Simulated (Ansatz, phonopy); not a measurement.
# How KI (Fm-3m) expands on warming, part 2 of 3

How much does KI expand with temperature?

Measurements to reproduce:
- volume expansion coefficient 113.7 1e-6/K near room temperature (given in “Descriptors for thermal expansion in solids”, 2017, arXiv:1701.03966)

Ansatz 0.2.0; DFT LDA, scalar-relativistic, plane waves, PAW.

So far. Step 5 (Relaxing to small residual forces and stress): The residual pressure is 2.0e-4 GPa, small enough for phonons. Step 6 (A new level, relaxed again): The residual pressure is 5.1e-4 GPa, small enough for phonons.

### Step 7. The quasi-harmonic study, cutoff 550 eV, k-mesh 8×8×8

The study relaxes the crystal at several strains, solves the phonons on some of them and minimises the free energy at each temperature (static energy, vibrations, the electrons in a metal, and PV under a set pressure); the q-mesh sets how far the force constants reach.

input.yaml

```yaml
crystal:
  lattice:
    - [0.0, 3.4087162983, 3.4087162983]
    - [3.4087162983, 0.0, 3.4087162983]
    - [3.4087162983, 3.4087162983, 0.0]
  atoms:
    - { symbol: K, position: [0.0, 0.0, 0.0] }
    - { symbol: I, position: [0.5, 0.5, 0.5] }
kpoints:
  mp_grid: { grid: [8, 8, 8] }
hamiltonian:
  xc: lda
scf:
  occupations: { method: fixed }
  lower_state_search: "off"
output:
  eigenvalues: true
basis:
  ecutwfc: 550.0
phonons:
  method: dfpt
  qmesh: [4, 4, 4]
  temperatures: { t_max: 500.0, t_step: 25 }
  thermal_expansion: {}
```

Command:

```
$ ansatz run input.yaml --threads 8 --pin off --max-ram 16384MiB --backend cpu --events-out ev --progress --plain --runs-dir out
```

Numbers of over 12 decimals in the logs are rounded to 6 here.

Log:

```text
[...]
Crystal: 2 atoms, lattice volume = 79.214 Å³
Basis set: ecut = 550 eV, 2277 PW (Γ), exchange–correlation on 80×80×80 points (8 copies of the dense FFT grid, shifted against one another)
Bands: 17, of which v1, the nominal top of the filled ones, is band 13 counted from 1 (12 counted from 0)
Symmetry: 48 space group operations
[...]
k-points: 29 of 512
[...]
SCF iter   1: F=—  HF=-8855.102012 eV  |F-HF|=—  |Δ(HF+E_count)|=         —  Δρ=4.81e-3  dr2=8.44e-3  ethr=1.77e-3  ⟨swp⟩=5.4  Hψ=2348  notcnv=0  defer=55
[...]
SCF iter   8: F=-8855.098815 eV  HF=-8855.098815 eV  |F-HF|=1.82e-12  |Δ(HF+E_count)|=  5.46e-11  Δρ=2.21e-8  dr2=3.37e-13  ethr=1.00e-12  ⟨swp⟩=10.2  Hψ=3162  notcnv=0
SCF 1 converged in 8 iterations: F = -8855.098815 eV  dr2 = 3.37e-13
[...]
relax step   1: F+E_penalty+E_count = -8855.09881494 eV  Δ(F+E_penalty+E_count) = +0.000e0 eV  max|allowed force component| = 3.040e-29 eV/Å  Δτ_max = 0.0000 Å  (8 SCF iters, accepted)
SCF converged after 8 iterations
Free energy (F): -8855.098815 eV
[...]
Internal energy: -8855.098815 eV  (E = F + TS)
E sigma→0 (E₀):  -8855.098815 eV
Fermi energy:    2.900623 eV
[...]
--- Stress (GPa, compression-positive) ---
        0.000511       0.000000       0.000000
       -0.000000       0.000511      -0.000000
       -0.000000      -0.000000       0.000511
  P = ⅓ Tr σ = 0.0005 GPa (0.005 kbar)
--- Band table (eV; the first three rows and the last of 29) ---
  k-point 0: bands = [... 9 lower, -7.8939, 2.9006, 2.9006, 2.9006, 6.7699, 9.1378, 9.1378, 9.1378]
  k-point 1: bands = [... 9 lower, -7.8059, 2.5659, 2.8261, 2.8261, 7.2129, 9.0718, 9.3259, 9.3259]
  k-point 2: bands = [... 9 lower, -7.6219, 1.9346, 2.6581, 2.6581, 7.9128, 9.3648, 9.8225, 9.8225]
  k-point 28: bands = [... 9 lower, -7.5694, 2.0063, 2.0063, 2.1291, 9.1788, 9.1788, 9.5836, 11.2369]
── thermal expansion: 3 new cells, 3 in all ──
thermal expansion: relaxation of cell 2
thermal expansion: relaxation of cell 3
── thermal expansion: 2 new cells, 5 in all ──
thermal expansion: relaxation of cell 4
thermal expansion: phonons of cell 4
thermal expansion: relaxation of cell 5
thermal expansion: phonons of cell 5
── thermal expansion: 6 new cells, 11 in all ──
thermal expansion: relaxation of cell 6
thermal expansion: relaxation of cell 7
thermal expansion: relaxation of cell 8
thermal expansion: relaxation of cell 9
thermal expansion: relaxation of cell 10
thermal expansion: relaxation of cell 11
thermal expansion: phonons of cell 6
thermal expansion: phonons of cell 7
thermal expansion: phonons of cell 8
--- Relaxed structure (1 steps of the walk, 1 accepted, 0 SCFs on fresh bases) ---
  F+E_penalty+E_count = -8855.09881494 eV   max|allowed force component| = 3.040e-29 eV/Å
  atoms:
    - { symbol: K, position: [0.0, 0.0, 0.0] }
    - { symbol: I, position: [0.5, 0.5, 0.5] }
--- Thermal expansion: 11 cells in 3 rounds, 0 GPa ---
  no lower state was looked for at cell 4: scf.lower_state_search: off
  without vibrations: a 4.82070, b 4.82070, c 4.82070 Å, V 79.2165 Å³, B 16.01 GPa
  at 0 K: a 4.83206, b 4.83206, c 4.83206 Å, V 79.7778 Å³, B 15.65 GPa
  zero-point expansion: a +0.236, b +0.236, c +0.236, V +0.709 %
      T/K        a/Å        b/Å        c/Å       V/Å³ | expansion of a, b, c, V (1e-6/K)   | that of V in the mean from 25 °C | C_P, C_V (J/mol K of the cell) | B_T, B_S (GPa)
     0.00    4.83206    4.83206    4.83206    79.7778 |    0.00    0.00    0.00    0.00 |   87.43 |     0.000     0.000 |    15.65    15.65
    50.00    4.83382    4.83382    4.83382    79.8651 |   18.86   18.86   18.86   56.58 |  100.75 |    32.005    31.886 |    15.48    15.54
   100.00    4.84001    4.84001    4.84001    80.1720 |   29.99   29.99   29.99   89.98 |  107.27 |    44.448    43.859 |    15.06    15.26
   150.00    4.84782    4.84782    4.84782    80.5607 |   34.04   34.04   34.04  102.11 |  111.44 |    48.183    47.075 |    14.60    14.94
   200.00    4.85639    4.85639    4.85639    80.9888 |   36.51   36.51   36.51  109.53 |  114.96 |    49.951    48.298 |    14.12    14.60
   250.00    4.86552    4.86552    4.86552    81.4464 |   38.58   38.58   38.58  115.75 |  118.31 |    51.118    48.879 |    13.63    14.25
   298.15    4.87479    4.87479    4.87479    81.9131 |   40.52   40.52   40.52  121.56 |       - |    52.044    49.188 |    13.14    13.90
   325.00    4.88017    4.88017    4.88017    82.1845 |   41.63   41.63   41.63  124.90 |  123.43 |    52.532    49.304 |    12.86    13.71
   375.00    4.89060    4.89060    4.89060    82.7128 |   43.82   43.82   43.82  131.47 |  127.04 |    53.440    49.458 |    12.33    13.33
   425.00    4.90162    4.90162    4.90162    83.2731 |   46.24   46.24   46.24  138.72 |  130.89 |    54.394    49.560 |    11.79    12.94
   475.00    4.91329    4.91329    4.91329    83.8694 |   48.95   48.95   48.95  146.86 |  135.05 |    55.439    49.631 |    11.23    12.54
   500.00    4.91940    4.91940    4.91940    84.1826 |   50.45   50.45   50.45  151.35 |  137.26 |    56.009    49.658 |    10.94    12.34
  the static fit leaves 0.000 meV an atom of the energies and, of the stresses, 0.000 GPa of each cell's largest along a strain (root mean squares over the cells), whose Pulay part it has at -0.001 GPa
  vibrations' free energy: its fit leaves 0.0003 meV an atom at the most
  the electrons' free energy at temperature is not in it: every band gap is over 0.52 eV
  free energies summed between the sampled wave vectors
  estimated error of the fitted expansion in any direction: up to 0.148e-6/K, at 500 K (an estimate, not a bound: it was exceeded on models of known expansion)
  by sums over the sampled wave vectors an expansion of the volume parts by up to 1.82e-6/K
  by a static energy of one degree less an expansion of the volume parts by up to 0.46e-6/K
  band gaps on the cells' k-points are 3.621 to 3.950 eV
```

Run time: 12 min. Hardware: 8 threads of Arm Neoverse V2, shared host; peak memory 2.3 GiB; 89 min of CPU time.

This step gave:

* volume expansion coefficient at 298 K: 121.6 1e-6/K
* C_P at 298 K: 26.02 J/mol-atom/K
* entropy at 298 K: 52.36 J/mol-atom/K
* isothermal bulk modulus at 298 K: 13.14 GPa
* Grüneisen parameter at 298 K: 1.602
* volume at 298 K: 40.96 Å³/atom
* principal linear expansion coefficients at 298 K: 40.52, 40.52, 40.52 1e-6/K

Strained cells of the study; zero-point energy where phonons were solved; the pressures are stresses at a fixed cutoff and can carry an offset from the finite basis. Expansion cells, by row:

| cell | \|a\| (Å) | \|b\| (Å) | \|c\| (Å) | V (Å³/atom) | E - E_lowest (meV/atom) | pressure, compression positive (GPa) | gap (eV) | zero-point energy (meV/atom) |
| --- | --- | --- | --- | --- | --- | --- | --- | --- |
| 1 | 4.821 | 4.821 | 4.821 | 39.61 | 0 | 0 | 3.869 | - |
| 2 | 4.859 | 4.859 | 4.859 | 40.57 | 1.102 | -0.361 | 3.807 | - |
| 3 | 4.782 | 4.782 | 4.782 | 38.67 | 1.161 | 0.406 | 3.934 | - |
| 4 | 4.821 | 4.821 | 4.821 | 39.62 | 0 | -0.005 | 3.868 | 15.42 |
| 5 | 4.845 | 4.845 | 4.845 | 40.22 | 0.453 | -0.236 | 3.829 | 15.01 |
| 6 | 4.883 | 4.883 | 4.883 | 41.17 | 2.835 | -0.562 | 3.769 | 14.37 |
| 7 | 4.914 | 4.914 | 4.914 | 41.96 | 6.228 | -0.801 | 3.722 | 13.86 |
| 8 | 4.946 | 4.946 | 4.946 | 42.77 | 10.84 | -1.017 | 3.676 | 13.35 |
| 9 | 4.773 | 4.773 | 4.773 | 38.45 | 1.791 | 0.51 | 3.95 | - |
| 10 | 4.797 | 4.797 | 4.797 | 39.03 | 0.433 | 0.243 | 3.909 | - |
| 11 | 4.985 | 4.985 | 4.985 | 43.81 | 18.19 | -1.256 | 3.621 | - |

Quasi-harmonic; a, b, c are the run's own cell vectors. Expansion, by row:

| T (K) | a (Å) | b (Å) | c (Å) | alpha (deg) | beta (deg) | gamma (deg) | cell volume (Å³/cell) | alpha_a (1e-6/K) | alpha_b (1e-6/K) | alpha_c (1e-6/K) | alpha_V (1e-6/K) | C_P (J/mol-atom/K) | C_V (J/mol-atom/K) | S (J/mol-atom/K) | B_T (GPa) | B_S (GPa) | Grueneisen | extrapolation | fit error (1e-6/K) |
| --- | --- | --- | --- | --- | --- | --- | --- | --- | --- | --- | --- | --- | --- | --- | --- | --- | --- | --- | --- |
| 0 | 4.832 | 4.832 | 4.832 | 60 | 60 | 60 | 79.78 | 0 | 0 | 0 | 0 | 0 | 0 | 0 | 15.65 | 15.65 | - | 0 | 0 |
| 25 | 4.832 | 4.832 | 4.832 | 60 | 60 | 60 | 79.79 | 6.23 | 6.23 | 6.23 | 18.69 | 7.743 | 7.74 | 4.035 | 15.62 | 15.63 | 0.906 | 0 | 0.01 |
| 50 | 4.834 | 4.834 | 4.834 | 60 | 60 | 60 | 79.87 | 18.86 | 18.86 | 18.86 | 56.58 | 16 | 15.94 | 12.2 | 15.48 | 15.54 | 1.321 | 0 | 0.01 |
| 75 | 4.837 | 4.837 | 4.837 | 60 | 60 | 60 | 80 | 26.12 | 26.12 | 26.12 | 78.37 | 20.16 | 20 | 19.58 | 15.28 | 15.41 | 1.443 | 0 | 0.02 |
| 100 | 4.84 | 4.84 | 4.84 | 60 | 60 | 60 | 80.17 | 29.99 | 29.99 | 29.99 | 89.98 | 22.22 | 21.93 | 25.69 | 15.06 | 15.26 | 1.492 | 0 | 0.03 |
| 125 | 4.844 | 4.844 | 4.844 | 60 | 60 | 60 | 80.36 | 32.36 | 32.36 | 32.36 | 97.09 | 23.37 | 22.95 | 30.79 | 14.83 | 15.11 | 1.519 | 0 | 0.03 |
| 150 | 4.848 | 4.848 | 4.848 | 60 | 60 | 60 | 80.56 | 34.04 | 34.04 | 34.04 | 102.1 | 24.09 | 23.54 | 35.12 | 14.6 | 14.94 | 1.536 | 0 | 0.04 |
| 175 | 4.852 | 4.852 | 4.852 | 60 | 60 | 60 | 80.77 | 35.36 | 35.36 | 35.36 | 106.1 | 24.59 | 23.91 | 38.87 | 14.36 | 14.78 | 1.55 | 0 | 0.03 |
| 200 | 4.856 | 4.856 | 4.856 | 60 | 60 | 60 | 80.99 | 36.51 | 36.51 | 36.51 | 109.5 | 24.98 | 24.15 | 42.18 | 14.12 | 14.6 | 1.562 | 0 | 0.03 |
| 225 | 4.861 | 4.861 | 4.861 | 60 | 60 | 60 | 81.21 | 37.57 | 37.57 | 37.57 | 112.7 | 25.29 | 24.32 | 45.14 | 13.88 | 14.43 | 1.573 | 0 | 0.04 |
| 250 | 4.866 | 4.866 | 4.866 | 60 | 60 | 60 | 81.45 | 38.58 | 38.58 | 38.58 | 115.8 | 25.56 | 24.44 | 47.82 | 13.63 | 14.25 | 1.583 | 0 | 0.05 |
| 275 | 4.87 | 4.87 | 4.87 | 60 | 60 | 60 | 81.69 | 39.58 | 39.58 | 39.58 | 118.8 | 25.81 | 24.53 | 50.27 | 13.38 | 14.07 | 1.593 | 0 | 0.06 |
| 298.1 | 4.875 | 4.875 | 4.875 | 60 | 60 | 60 | 81.91 | 40.52 | 40.52 | 40.52 | 121.6 | 26.02 | 24.59 | 52.36 | 13.14 | 13.9 | 1.602 | 0 | 0.07 |
| 300 | 4.875 | 4.875 | 4.875 | 60 | 60 | 60 | 81.93 | 40.6 | 40.6 | 40.6 | 121.8 | 26.04 | 24.6 | 52.52 | 13.12 | 13.89 | 1.603 | 0 | 0.07 |
| 325 | 4.88 | 4.88 | 4.88 | 60 | 60 | 60 | 82.18 | 41.63 | 41.63 | 41.63 | 124.9 | 26.27 | 24.65 | 54.62 | 12.86 | 13.71 | 1.613 | 0 | 0.08 |
| 350 | 4.885 | 4.885 | 4.885 | 60 | 60 | 60 | 82.44 | 42.71 | 42.71 | 42.71 | 128.1 | 26.49 | 24.7 | 56.57 | 12.6 | 13.52 | 1.623 | 0 | 0.09 |
| 375 | 4.891 | 4.891 | 4.891 | 60 | 60 | 60 | 82.71 | 43.82 | 43.82 | 43.82 | 131.5 | 26.72 | 24.73 | 58.41 | 12.33 | 13.33 | 1.633 | 0 | 0.1 |
| 400 | 4.896 | 4.896 | 4.896 | 60 | 60 | 60 | 82.99 | 45 | 45 | 45 | 135 | 26.95 | 24.76 | 60.14 | 12.06 | 13.13 | 1.644 | 0 | 0.1 |
| 425 | 4.902 | 4.902 | 4.902 | 60 | 60 | 60 | 83.27 | 46.24 | 46.24 | 46.24 | 138.7 | 27.2 | 24.78 | 61.78 | 11.79 | 12.94 | 1.655 | 0 | 0.09 |
| 450 | 4.907 | 4.907 | 4.907 | 60 | 60 | 60 | 83.57 | 47.55 | 47.55 | 47.55 | 142.7 | 27.45 | 24.8 | 63.34 | 11.51 | 12.74 | 1.666 | 0 | 0.06 |
| 475 | 4.913 | 4.913 | 4.913 | 60 | 60 | 60 | 83.87 | 48.95 | 48.95 | 48.95 | 146.9 | 27.72 | 24.82 | 64.83 | 11.23 | 12.54 | 1.678 | 0 | 0.07 |
| 500 | 4.919 | 4.919 | 4.919 | 60 | 60 | 60 | 84.18 | 50.45 | 50.45 | 50.45 | 151.3 | 28 | 24.83 | 66.26 | 10.94 | 12.34 | 1.69 | 0 | 0.15 |

The expansion coefficient by temperature; values in 1e-6/K:

| temperature (K) | volume | principal 1 |
| --- | --- | --- |
| 0 | 0 | 0 |
| 25 | 18.7 | 6.23 |
| 50 | 56.6 | 18.9 |
| 75 | 78.4 | 26.1 |
| 100 | 90.0 | 30.0 |
| 125 | 97.1 | 32.4 |
| 150 | 102 | 34.0 |
| 175 | 106 | 35.4 |
| 200 | 110 | 36.5 |
| 225 | 113 | 37.6 |
| 250 | 116 | 38.6 |
| 275 | 119 | 39.6 |
| 298 | 122 | 40.5 |
| 300 | 122 | 40.6 |
| 325 | 125 | 41.6 |
| 350 | 128 | 42.7 |
| 375 | 131 | 43.8 |
| 400 | 135 | 45 |
| 425 | 139 | 46.2 |
| 450 | 143 | 47.5 |
| 475 | 147 | 49.0 |
| 500 | 151 | 50.5 |

At 298 K the volume expansion is 122 × 10⁻⁶/K and B_T is 13.1 GPa.

### Step 8. Free-energy fit

This step: DFT LDA, scalar-relativistic, plane waves, PAW (phonopy 4.10.0).

Numbers from this step:

```
volume expansion coefficient at 300 K : 121.8 1e-6/K
isothermal bulk modulus at 300 K      : 13.12 GPa
C_P at 300 K                          : 26.07 J/mol-atom/K
Grüneisen parameter at 300 K          : 1.603
```

Table of energy (each curve on its own zero) by volume; values in meV/atom:

| volume (Å³/atom) | static | F at 0 K | F at 300 K | F at 500 K |
| --- | --- | --- | --- | --- |
| 39.62 | 0 | 1.02 | 4.72 | 7.78 |
| 40.22 | 0.45 | 1.06 | 3.36 | 5.24 |
| 41.17 | 2.83 | 2.8 | 2.81 | 2.8 |
| 41.96 | 6.23 | 5.68 | 3.72 | 2.09 |
| 42.77 | 10.8 | 9.78 | 5.74 | 2.44 |

Phonopy-qha, vinet fit of F(V) at each temperature. Qha vinet, by row:

| T (K) | fitted volume (Å³/atom) | alpha_V (1e-6/K) | B_T (GPa) | C_P (J/mol-atom/K) | Grueneisen |
| --- | --- | --- | --- | --- | --- |
| 75 | 40 | 76.73 | 15.28 | 20.21 | 1.412 |
| 100 | 40.09 | 89.27 | 15.06 | 22.32 | 1.48 |
| 125 | 40.18 | 96.76 | 14.83 | 23.46 | 1.513 |
| 150 | 40.28 | 101.9 | 14.6 | 24.17 | 1.534 |
| 175 | 40.39 | 106 | 14.36 | 24.66 | 1.549 |
| 200 | 40.49 | 109.5 | 14.12 | 25.03 | 1.561 |
| 225 | 40.61 | 112.7 | 13.88 | 25.33 | 1.572 |
| 250 | 40.72 | 115.7 | 13.63 | 25.59 | 1.583 |
| 275 | 40.84 | 118.8 | 13.38 | 25.84 | 1.593 |
| 300 | 40.97 | 121.8 | 13.12 | 26.07 | 1.603 |
| 325 | 41.09 | 124.9 | 12.86 | 26.29 | 1.613 |
| 350 | 41.22 | 128.2 | 12.6 | 26.51 | 1.623 |
| 375 | 41.36 | 131.5 | 12.33 | 26.74 | 1.634 |
| 400 | 41.49 | 135.1 | 12.06 | 26.97 | 1.644 |
| 425 | 41.64 | 138.8 | 11.79 | 27.21 | 1.655 |
| 450 | 41.78 | 142.7 | 11.51 | 27.46 | 1.667 |
| 475 | 41.93 | 146.9 | 11.23 | 27.73 | 1.678 |

Table of volume expansion coefficient by temperature; values in 1e-6/K:

| temperature (K) | phonopy-qha, Vinet | Ansatz's own study |
| --- | --- | --- |
| 75 | 76.7 | 78.4 |
| 100 | 89.3 | 90.0 |
| 125 | 96.8 | 97.1 |
| 150 | 102 | 102 |
| 175 | 106 | 106 |
| 200 | 109 | 110 |
| 225 | 113 | 113 |
| 250 | 116 | 116 |
| 275 | 119 | 119 |
| 300 | 122 | 122 |
| 325 | 125 | 125 |
| 350 | 128 | 128 |
| 375 | 132 | 131 |
| 400 | 135 | 135 |
| 425 | 139 | 139 |
| 450 | 143 | 143 |
| 475 | 147 | 147 |

The fit gives a volume expansion of 122 × 10⁻⁶/K at 300 K, against 122 at 298 K from the study itself, whose static fit uses more cells.

(Part 2 of 3 ends here.)

[Logs are printed without paths, hosts, clocks, repeated set-up lines and the standing remarks that a program may print on its own settings, such as how far it seeks lower states.]

[Hosts, paths, dates, database ids (printed as entryN), source tags and the programs' standing remarks are cut or masked in the printed files.]

[A step with changed settings may run another functional than the one named; its input shows which.]
